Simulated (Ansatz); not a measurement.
**Σ9 (221) boundary in fcc Ir, starting shift (0.5, 0): structure and resistance**

Wanted: what the Σ9 (221) boundary in fcc Ir, starting shift (0.5, 0) costs an interconnect.

Calculated with Ansatz 0.2.0; Ansatz plane-wave DFT, PBE, PAW files; relaxation of a bicrystal slab with its lowest layers held; PAW set soft_1, in the first sound run; inputs show where later runs differ.

Most raw output is cut from this account.

**1. Set-up**

The cell holds 31 atoms: 31 Ir. Its edges and angles: a = 2.715 Å, b = 8.145 Å, c = 30.847 Å, α = 90.0°, β = 90.0°, γ = 90.0°. It derives from Ir. built on the (2 2 1) plane; 1 overlapping atoms removed and the grains opened by 0.65 Å. Vacuum lies along c.

**2. Relaxing the bicrystal**

The boundary is built by mirroring the lower grain in the boundary plane and removing any atoms that overlap. A thin bicrystal slab is relaxed first, with the lowest layers held and the upper grain free to shift and open.

input.yaml reads:

```yaml
crystal:
  lattice:
    - [2.7148657757, 0.0, 0.0]
    - [0.0, 8.1445973271, 0.0]
    - [0.0, 0.0, 30.847]
  atoms:
    - { symbol: Ir, position: [0.5000000002, 0.3888888889, 0.1620903167] }
    - { symbol: Ir, position: [2.0e-10, 0.6666666667, 0.1828346355] }
    - { symbol: Ir, position: [0.5000000002, 0.9444444445, 0.2035789542] }
    - { symbol: Ir, position: [2.0e-10, 0.2222222222, 0.2243232729] }
    - { symbol: Ir, position: [0.5000000002, 0.5, 0.2450675917] }
    - { symbol: Ir, position: [1.0e-10, 0.7777777778, 0.2658119104] }
    - { symbol: Ir, position: [0.5000000001, 0.0555555556, 0.2865562291] }
    - { symbol: Ir, position: [1.0e-10, 0.3333333333, 0.3073005479] }
[... 19 atom lines left out ...]
    - { symbol: Ir, position: [0.5000000003, 0.1111111111, 0.7432586637] }
    - { symbol: Ir, position: [3.0e-10, 0.8333333334, 0.7640029825] }
    - { symbol: Ir, position: [0.5000000003, 0.5555555556, 0.7847473012] }
    - { symbol: Ir, position: [3.0e-10, 0.2777777778, 0.8054916199] }
kpoints:
  mp_grid: { grid: [9, 3, 1] }
hamiltonian:
  xc: pbe
  pseudopotentials: { kind: paw, azcp: { folder: soft_1 } }
scf:
  occupations: { method: fermi_dirac, width: 0.1 }
relax:
  f_tol: 0.03
  max_steps: 80
  constraints: [{ sites: [0, 1, 2, 3, 4] }]
```

Started as:

```sh
$ ansatz run input.yaml --threads 4 --pin off --max-ram 15360MiB --backend cpu --events-out ev --progress --plain --runs-dir out
```

Run time: 19 min. Hardware: 4 threads of Arm Neoverse V2, shared host; peak memory 4.4 GiB.

Step by step:

| step | energy less that of the first step (eV) | largest force component (eV/Å) |
| --- | --- | --- |
| 1 | 0.0000 | 6.5367 |
| 2 | -1.0420 | 1.9210 |
| 3 | -1.2526 | 0.5120 |
| 4 | -1.3411 | 0.2989 |
| 5 | -1.4253 | 0.3607 |
| 6 | -1.4807 | 0.5214 |
| 7 | -1.5258 | 0.2167 |
| 8 | -1.5906 | 0.2875 |
| 9 | -1.7336 | 0.4949 |
| 10 | -1.9113 | 0.6257 |
| 11 | -2.0438 | 0.2796 |
| 12 | -2.1399 | 0.2606 |
| 13 | -2.2006 | 0.1530 |
| 14 | -2.2186 | 0.1754 |
| 15 | -2.2223 | 0.0661 |
| 16 | -2.2232 | 0.0286 |

The run keeps the 2 symmetry operations that it works with, so distortions that break them were not tested.

The atoms that moved most (Å):

| atom | dx | dy | dz | length |
| --- | --- | --- | --- | --- |
| Ir16 | 0.000 | -1.852 | -0.204 | 1.863 |
| Ir29 | 0.000 | -1.848 | -0.104 | 1.851 |
| Ir28 | 0.000 | -1.842 | 0.019 | 1.842 |
| Ir21 | 0.000 | -1.828 | -0.084 | 1.830 |
| Ir19 | 0.000 | -1.819 | -0.173 | 1.827 |
| Ir22 | 0.000 | -1.821 | -0.130 | 1.825 |
| Ir20 | 0.000 | -1.814 | -0.104 | 1.817 |
| Ir23 | 0.000 | -1.814 | -0.090 | 1.816 |

This step gave:

```yaml
free_energy: -370033.0250 eV
energy_at_zero_smearing: -370032.4685 eV
fermi_energy: 14.65 eV
```

The largest force component on a free atom ends at 0.029 eV/Å, under the tolerance of 0.03, after 16 steps.

**3. Transmission across the boundary**

Bulk layers of each grain are laid under and over the relaxed boundary, and a lead is named in the middle of each, away from the free faces. The mesh across the current, 24×8, is finer than the density's, because channels open and close sharply across the zone. Energies from -0.1 to 0.1 eV in steps of 0.05 eV are too few for the program's thermal sum, so it prints no conductance; for a metal the transmission near the Fermi level serves, at a fraction of the cost.

This step: Ansatz plane-wave DFT, PBE, PAW files; ballistic transport by layer matching (Landauer), zero bias; boundary relaxed in a short slab, bulk layers laid on; PAW set soft_1 (Ansatz 0.2.0).

System of this step: Σ9 (221) boundary in fcc Ir, starting shift (0.5, 0). The cell holds 68 atoms: 68 Ir. Its edges and angles: a = 2.715 Å, b = 8.145 Å, c = 51.433 Å, α = 90.0°, β = 90.0°, γ = 90.0°. It derives from Ir. Regions: lower grain, 27 atoms (27 Ir); boundary, 19 atoms (19 Ir); upper grain, 22 atoms (22 Ir). Vacuum lies along c.

input.yaml reads:

```yaml
crystal:
  lattice:
    - [2.7148657757, 0.0, 0.0]
    - [0.0, 8.1445973271, 0.0]
    - [0.0, 0.0, 51.4333182336]
  atoms:
    - { symbol: Ir, position: [-17.9999999995, -9.9999999999, 0.0777705996] }
    - { symbol: Ir, position: [-17.4999999995, -9.7222222222, 0.0902119513] }
    - { symbol: Ir, position: [-16.9999999995, -9.4444444444, 0.102653303] }
    - { symbol: Ir, position: [-16.4999999996, -9.1666666666, 0.1150946547] }
    - { symbol: Ir, position: [-15.9999999996, -8.8888888888, 0.1275360063] }
    - { symbol: Ir, position: [-15.4999999996, -8.6111111111, 0.139977358] }
    - { symbol: Ir, position: [-14.9999999996, -8.3333333333, 0.1524187097] }
    - { symbol: Ir, position: [-14.4999999996, -8.0555555555, 0.1648600614] }
[... 56 atom lines left out ...]
    - { symbol: Ir, position: [-13.4999999997, -8.0004937546, 0.8849053453] }
    - { symbol: Ir, position: [-13.9999999996, -8.2782715324, 0.897346697] }
    - { symbol: Ir, position: [-14.4999999996, -8.5560493102, 0.9097880487] }
    - { symbol: Ir, position: [-14.9999999996, -8.833827088, 0.9222294004] }
kpoints:
  mp_grid: { grid: [9, 3, 1] }
hamiltonian:
  xc: pbe
  pseudopotentials: { kind: paw, azcp: { folder: soft_1 } }
scf:
  occupations: { method: fermi_dirac, width: 0.1 }
output:
  transmission:
    leads: [[14, 15], [55, 56]]
    kmesh: [24, 8]
    e_range: [-0.1, 0.1]
    de: 0.05
  write_potential: true
  write_density: true
  volumetric_format: npy
  elf: true
```

Run time: 20 min. Hardware: 4 threads; peak memory 9.2 GiB; 76 min of CPU time.

Numbers from this step:

```yaml
free_energy: -811695.9074 eV
energy_at_zero_smearing: -811694.7895 eV
fermi_energy: 20.95 eV
cell_area: 22.11 Å²
transmission_per_spin_nearest_the_fermi_level: 2.382
open_channels_per_spin_nearest_the_fermi_level: 5.562
open_channels_per_spin_upper_lead: 5.583
step_of_the_lead_s_potential: 21.3 meV
step_of_the_upper_lead_s_potential: 20.1 meV
```

Per spin. Table of transmission, zone mean by energy, zero at the Fermi level:

| energy (eV) | transmission, zone mean |
| --- | --- |
| -0.1000 | 2.36 |
| -0.0500 | 2.40 |
| 0.0000 | 2.38 |
| 0.0500 | 2.42 |
| 0.1000 | 2.46 |

Per spin. Open channels, zone mean against energy, zero at the Fermi level:

| energy (eV) | lead | upper lead |
| --- | --- | --- |
| -0.1000 | 5.49 | 5.49 |
| -0.0500 | 5.58 | 5.58 |
| 0.0000 | 5.56 | 5.58 |
| 0.0500 | 5.70 | 5.72 |
| 0.1000 | 5.76 | 5.78 |

Transmission over k1 and k2. At 0.0000 eV from the Fermi level.

Values, 8 rows by 16 columns, each cell a mean:
```
1.88 1.83 2.38 2.51 2.41 2.44 2.25 2.94 3.14 2.86 2.10 2.54 2.30 2.68 2.04 1.84
1.81 1.49 1.21 1.68 2.56 2.95 3.40 3.61 3.92 3.24 3.46 2.85 2.41 1.06 1.54 1.55
2.13 1.81 1.86 2.09 2.26 2.75 2.64 3.14 3.92 2.90 2.74 2.54 2.23 1.96 1.81 1.94
1.83 2.15 1.30 2.69 2.59 1.40 2.37 3.84 4.21 3.50 1.78 1.40 3.13 2.36 1.32 2.22
2.13 1.81 1.86 2.09 2.26 2.75 2.64 3.14 3.92 2.90 2.74 2.54 2.23 1.96 1.81 1.94
1.81 1.49 1.21 1.68 2.56 2.95 3.40 3.61 3.92 3.24 3.46 2.85 2.41 1.06 1.54 1.55
1.88 1.83 2.38 2.51 2.41 2.44 2.25 2.94 3.14 2.86 2.10 2.54 2.30 2.68 2.04 1.84
0.74 2.02 2.47 2.47 2.06 1.53 2.21 3.35 3.08 3.56 1.42 1.65 2.14 2.96 2.01 1.97
```
Columns: k1 (b1) from -0.5 to 0.458; rows upwards: k2 (b2) from -0.5 to 0.375.

Open channels over k1 and k2. At 0.0000 eV from the Fermi level.

Ten even steps from '_' (2.00) to '@' (8.00):
```
****++%%@@********++**********++********@@%%++**
------++..++++****%%**%%%%%%**%%****++++..++----
------++--++++++********@@********++++++--++----
__------++****----++%%@@@@@@%%++----****++------
------++--++++++********@@********++++++--++----
------++..++++****%%**%%%%%%**%%****++++..++----
****++%%@@********++**********++********@@%%++**
--******@@**********@@******@@**********@@******
```
Columns: k1 (b1) from -0.5 to 0.458; rows upwards: k2 (b2) from -0.5 to 0.375.

Valence density in the cb plane at fractional x = 0.000, with atoms of Ir within 0.2 Å of it. It is the smooth field of the valence electrons, not physical close to the nuclei.

Ten even steps from '0' (0.0 e/Å³) to '9' (9.6 e/Å³), each cell a mean:
```
00000001221001599410000000000000000000000000
00000000000001598410013310000000000000000000
00000000000000254200147730000000000000000000
00000000000000011000159951000110000000000000
10000000000000000000147630013552000000000000
20000000000000000000012210015994000000000000
20012320000000000000000000015884000000000000
10026862000000000000000000002441000000000000
00037972000121000000000000000000000000000000
00015751001574100000000000000000000000000000
00001210003897200001000000000000000000000000
00000000002686200134310000000000000000000000
00000000001342000279620000000000000000000000
00000000000000000389720001210000000000000000
00000000000000000156410025751000000000000000
01100000000000000011100038972000010000000000
24420000000000000000000026851001453100000000
58841000000000000000000012320003796200000000
59951001221000000000000000000003897200000000
25520014773000000000000000000001453100000000
01100015995100011000000000000000110000000000
00000014773100255200000000000000000000000000
```
Columns run along c (16.0 Å, from fractional 0.69 to 1.00 of the cell), rows up along b (8.1 Å). Atoms in or near the plane, at fractional coordinates: Ir at (0.70, 0.17), Ir at (0.72, 0.61), Ir at (0.75, 0.06), Ir at (0.77, 0.50), Ir at (0.80, 0.94), Ir at (0.82, 0.39), Ir at (0.85, 0.83), Ir at (0.87, 0.28), Ir at (0.90, 0.72), Ir at (0.92, 0.17).

Electrostatic potential energy in the cb plane at fractional x = 0.000, with atoms of Ir within 0.2 Å of it. With pseudopotentials it is smooth inside the atoms' cores, unlike the true potential.

Ten even steps from '0' (-55 eV) to '9' (26 eV), each cell a mean:
```
99999986446886100269988889999999999999999999
99999998888996100278853468999999999999999999
99999999999997422588620037999899999999999999
89999999999999867898610027987668999999999999
68999999999999999999730137873114899999999999
48988789999999999999864578861002799999999999
48874347999999999999998899962002799999999999
78841015899889999999999999985225899999999999
89840004898656899999999999998778999999999999
99852126885212689999999989999999999999999999
99986568984000489877889999999999999999999999
99998889984101588632478999999999999999999999
99999999987424788400158998889999999999999999
99999999998878898300048885568999999999999999
99999999999999998521268851026899999999999999
87789999999999999865689730004898777999999999
42258999999999999998999841015886323799999999
20026998888999999999999874357884001589999999
10026886446899999999999998789983001589999999
41147873003799999999999999999986213699999999
76678861001698766899999999999998767899999999
99999972003787422489999999999999999999999999
```
Columns run along c (16.0 Å, from fractional 0.69 to 1.00 of the cell; values clipped at the 3rd and 97th percentile), rows up along b (8.1 Å). Atoms in or near the plane, at fractional coordinates: Ir at (0.70, 0.17), Ir at (0.72, 0.61), Ir at (0.75, 0.06), Ir at (0.77, 0.50), Ir at (0.80, 0.94), Ir at (0.82, 0.39), Ir at (0.85, 0.83), Ir at (0.87, 0.28), Ir at (0.90, 0.72), Ir at (0.92, 0.17).

ELF in the cb plane at fractional x = 0.000, with atoms of Ir within 0.2 Å of it. It is the smooth field of the valence electrons, not physical close to the nuclei.

Values, 12 rows by 16 columns, each cell a mean:
```
0.21 0.32 0.31 0.37 0.31 0.51 0.44 0.30 0.37 0.30 0.32 0.21 0.11 0.05 0.01 0.00
0.27 0.32 0.20 0.28 0.30 0.47 0.36 0.41 0.53 0.31 0.29 0.26 0.10 0.02 0.00 0.00
0.32 0.30 0.22 0.31 0.28 0.24 0.30 0.37 0.52 0.33 0.49 0.44 0.14 0.02 0.00 0.00
0.36 0.39 0.41 0.31 0.25 0.21 0.33 0.27 0.30 0.29 0.50 0.46 0.17 0.04 0.00 0.00
0.29 0.48 0.48 0.29 0.37 0.29 0.32 0.19 0.27 0.30 0.36 0.33 0.24 0.06 0.01 0.00
0.31 0.43 0.39 0.37 0.53 0.36 0.30 0.27 0.31 0.27 0.21 0.35 0.29 0.09 0.01 0.00
0.31 0.23 0.30 0.33 0.54 0.36 0.43 0.48 0.29 0.26 0.23 0.34 0.30 0.11 0.02 0.00
0.28 0.20 0.32 0.27 0.30 0.29 0.46 0.49 0.32 0.47 0.32 0.30 0.29 0.14 0.03 0.00
0.36 0.30 0.32 0.21 0.25 0.32 0.34 0.34 0.35 0.52 0.38 0.33 0.36 0.16 0.04 0.00
0.52 0.41 0.29 0.28 0.29 0.30 0.19 0.30 0.30 0.49 0.32 0.47 0.52 0.20 0.05 0.00
0.53 0.40 0.40 0.52 0.30 0.28 0.22 0.33 0.26 0.26 0.29 0.44 0.51 0.19 0.04 0.00
0.30 0.29 0.42 0.52 0.32 0.43 0.37 0.31 0.23 0.25 0.32 0.29 0.26 0.12 0.03 0.00
```
Columns run along c (16.0 Å, from fractional 0.69 to 1.00 of the cell), rows up along b (8.1 Å). Atoms in or near the plane, at fractional coordinates: Ir at (0.70, 0.17), Ir at (0.72, 0.61), Ir at (0.75, 0.06), Ir at (0.77, 0.50), Ir at (0.80, 0.94), Ir at (0.82, 0.39), Ir at (0.85, 0.83), Ir at (0.87, 0.28), Ir at (0.90, 0.72), Ir at (0.92, 0.17).

Over the solved energies the transmission per spin lies between 2.36 and 2.46, out of 5.62 channels of the lead on average (up to 5.76).

**4. Specific resistance**

This step: Ansatz plane-wave DFT, PBE, PAW files; ballistic transport by layer matching (Landauer), zero bias; specific resistance of the boundary; PAW set soft_1 (Ansatz 0.2.0).

Numbers from this step:

```yaml
area_resistance: 0.6790 fΩ m²
t_over_the_leads_mean_channel_count: 0.4277
```

Averaged over the energies near the Fermi level, 42.8 % of the channels pass, which makes 0.679 fΩ m².

By hand, with T and the leads' channels N averaged over the energies near the Fermi level: RA = A (h/2e²)(1/T − ½[1/N₁ + 1/N₂]) = 22.11×10⁻²⁰ m² × 12 906 Ω × (1/2.406 − ½[1/5.619 + 1/5.631]) = 0.679 fΩ m².

**5. Single-crystal slab for reference**

The free faces cost energy too. A single-crystal slab with the same faces and held layers is relaxed, so that they cancel.

This step: Ansatz plane-wave DFT, PBE, PAW files; relaxation of a single-crystal slab with its lowest layers held; PAW set soft_1 (Ansatz 0.2.0).

System of this step: Ir slab, plane (2, 2, 1). The cell holds 31 atoms: 31 Ir. Its edges and angles: a = 2.715 Å, b = 8.145 Å, c = 30.197 Å, α = 90.0°, β = 90.0°, γ = 90.0°. It derives from Ir. Vacuum lies along c.

input.yaml reads:

```yaml
crystal:
  lattice:
    - [2.7148657757, 0.0, 0.0]
    - [0.0, 8.1445973271, 0.0]
    - [0.0, 0.0, 30.197]
  atoms:
    - { symbol: Ir, position: [6.0e-10, 0.6666666667, 0.1655793622] }
    - { symbol: Ir, position: [0.5000000005, 0.9444444445, 0.186770209] }
    - { symbol: Ir, position: [5.0e-10, 0.2222222223, 0.2079610557] }
    - { symbol: Ir, position: [0.5000000005, 0.5000000001, 0.2291519025] }
    - { symbol: Ir, position: [5.0e-10, 0.7777777778, 0.2503427493] }
    - { symbol: Ir, position: [0.5000000005, 0.0555555556, 0.2715335961] }
    - { symbol: Ir, position: [4.0e-10, 0.3333333334, 0.2927244428] }
    - { symbol: Ir, position: [0.5000000004, 0.6111111112, 0.3139152896] }
[... 19 atom lines left out ...]
    - { symbol: Ir, position: [0.5000000001, 0.1666666667, 0.7377322251] }
    - { symbol: Ir, position: [0.0, 0.4444444444, 0.7589230718] }
    - { symbol: Ir, position: [0.5, 0.7222222222, 0.7801139186] }
    - { symbol: Ir, position: [0.0, 0.0, 0.8013047654] }
kpoints:
  mp_grid: { grid: [9, 3, 1] }
hamiltonian:
  xc: pbe
  pseudopotentials: { kind: paw, azcp: { folder: soft_1 } }
scf:
  occupations: { method: fermi_dirac, width: 0.1 }
relax:
  f_tol: 0.03
  max_steps: 80
  constraints: [{ sites: [0, 1, 2, 3, 4] }]
```

Wall time 5.8 min (4 threads); peak memory 4.3 GiB; 23 min of CPU time.

The steps of the relaxation:

| step | energy less that of the first step (eV) | largest force component (eV/Å) |
| --- | --- | --- |
| 1 | 0.0000 | 1.1267 |
| 2 | -0.0315 | 2.0536 |
| 3 | -0.2207 | 0.2829 |
| 4 | -0.2255 | 0.0724 |
| 5 | -0.2259 | 0.0155 |

The atoms that moved most (Å):

| atom | dx | dy | dz | length |
| --- | --- | --- | --- | --- |
| Ir28 | 0.000 | 0.051 | 0.240 | 0.245 |
| Ir25 | 0.000 | -0.002 | 0.146 | 0.146 |
| Ir23 | 0.000 | 0.012 | 0.140 | 0.140 |
| Ir24 | 0.000 | 0.015 | 0.131 | 0.132 |
| Ir29 | 0.000 | 0.057 | 0.119 | 0.132 |
| Ir27 | 0.000 | 0.022 | 0.119 | 0.121 |
| Ir21 | 0.000 | 0.027 | 0.109 | 0.112 |
| Ir26 | 0.000 | -0.001 | 0.111 | 0.111 |

The relaxed structure:

```
Ir
1.0
     2.71487    0.00000    0.00000
     0.00000    8.14460    0.00000
     0.00000    0.00000   30.19700
Ir
31
Direct
  0.00000 0.66667 0.16558
  0.50000 0.94444 0.18677
  0.00000 0.22222 0.20796
  0.50000 0.50000 0.22915
  0.00000 0.77778 0.25034
  0.50000 0.05872 0.27141
  0.00000 0.33595 0.29279
  0.50000 0.61308 0.31437
  0.00000 0.89106 0.33467
  0.50000 0.16691 0.35716
  0.00000 0.44445 0.37854
  0.50000 0.72316 0.39967
  0.00000 0.00060 0.42131
  0.50000 0.27833 0.44275
  0.00000 0.55687 0.46400
  0.50000 0.83498 0.48581
  0.00000 0.11300 0.50730
  0.50000 0.39115 0.52847
  0.00000 0.66865 0.54998
  0.50000 0.94707 0.57179
  0.00000 0.22554 0.59300
  0.50000 0.50241 0.61410
  0.00000 0.77929 0.63641
  0.50000 0.05745 0.65731
  0.00000 0.33309 0.67899
  0.50000 0.61105 0.69901
  0.00000 0.89164 0.72048
  0.50000 0.17291 0.74566
  0.00000 0.45144 0.76285
  0.50000 0.72335 0.78365
  0.00000 0.99181 0.80325
```

This step gave:

```yaml
free_energy: -370034.8987 eV
energy_at_zero_smearing: -370034.3607 eV
fermi_energy: 15.10 eV
```

The largest force component on a free atom ends at 0.015 eV/Å, under the tolerance of 0.03, after 5 steps.

**6. Bulk reference**

The perfect crystal gives the energy per atom, for the atoms by which bicrystal and slab differ.

This step: Ansatz plane-wave DFT, PBE, PAW files; bulk reference; PAW set soft_1 (Ansatz 0.2.0).

System of this step: Ir. The structure is cubic, space group Fm-3m (No. 225). Conventional cell: a = 3.839 Å, b = 3.839 Å, c = 3.839 Å, α = 90.00°, β = 90.00°, γ = 90.00°. Nearest to Ir lie 12 Ir at 2.71 Å.

input.yaml, the sections that differ from step 5:

```yaml
crystal:
  lattice:
    - [0.0, 1.9197, 1.9197]
    - [1.9197, 0.0, 1.9197]
    - [1.9197, 1.9197, 0.0]
  atoms:
    - { symbol: Ir, position: [0.0, 0.0, 0.0] }
kpoints:
  mp_grid: { grid: [19, 19, 19] }
# hamiltonian, scf: as in step 5
# relax: removed
```

Wall time 0.49 s (4 threads); peak memory 0.28 GiB; 1.5 s of CPU time.

This step gave:

| Quantity | Value |
| --- | --- |
| free energy | -11936.8356 eV |
| energy at zero smearing | -11936.8183 eV |
| Fermi energy | 25.78 eV |

**7. Boundary energy**

This step: Ansatz plane-wave DFT, PBE, PAW files; bicrystal less single-crystal slab less bulk atoms, a boundary area; PAW set soft_1 (Ansatz 0.2.0).

Numbers from this step:

| Quantity | Value |
| --- | --- |
| excess energy of the cell | 1.892 eV |
| boundary energy | 1.371 J/m² |

The boundary costs 1.4 J/m².

By hand: 1.89 eV / 22.11 Å² × 16.02 = 1.37 J/m².

**8. What came out**

| Item | Value |
| --- | --- |
| specific resistance of the boundary | 0.679 fΩ m² |
| share of channels that pass | 0.428 |
| boundary energy | 1.37 J/m² |

In words: The boundary has a specific resistance of 0.68 fΩ m² and an energy of 1.4 J/m². The boundary reflects 57 % of the channels; 0.68 fΩ m² is 6.8×10⁻¹² Ω·cm². In the relaxation the upper grain slid sideways by about 1.8 Å, so the result belongs to the position that it found, not to the starting one. One starting structure was relaxed; another shift or atom count at the boundary may lie lower. Spin-orbit coupling is left out, which matters for Ir.

[Logs are printed without paths, hosts, clocks, repeated set-up lines and the standing remarks that a program may print on its own settings, such as how far it seeks lower states.]

[Hosts, paths, dates, database ids (printed as entryN), source tags and the programs' standing remarks are cut or masked in the printed files.]
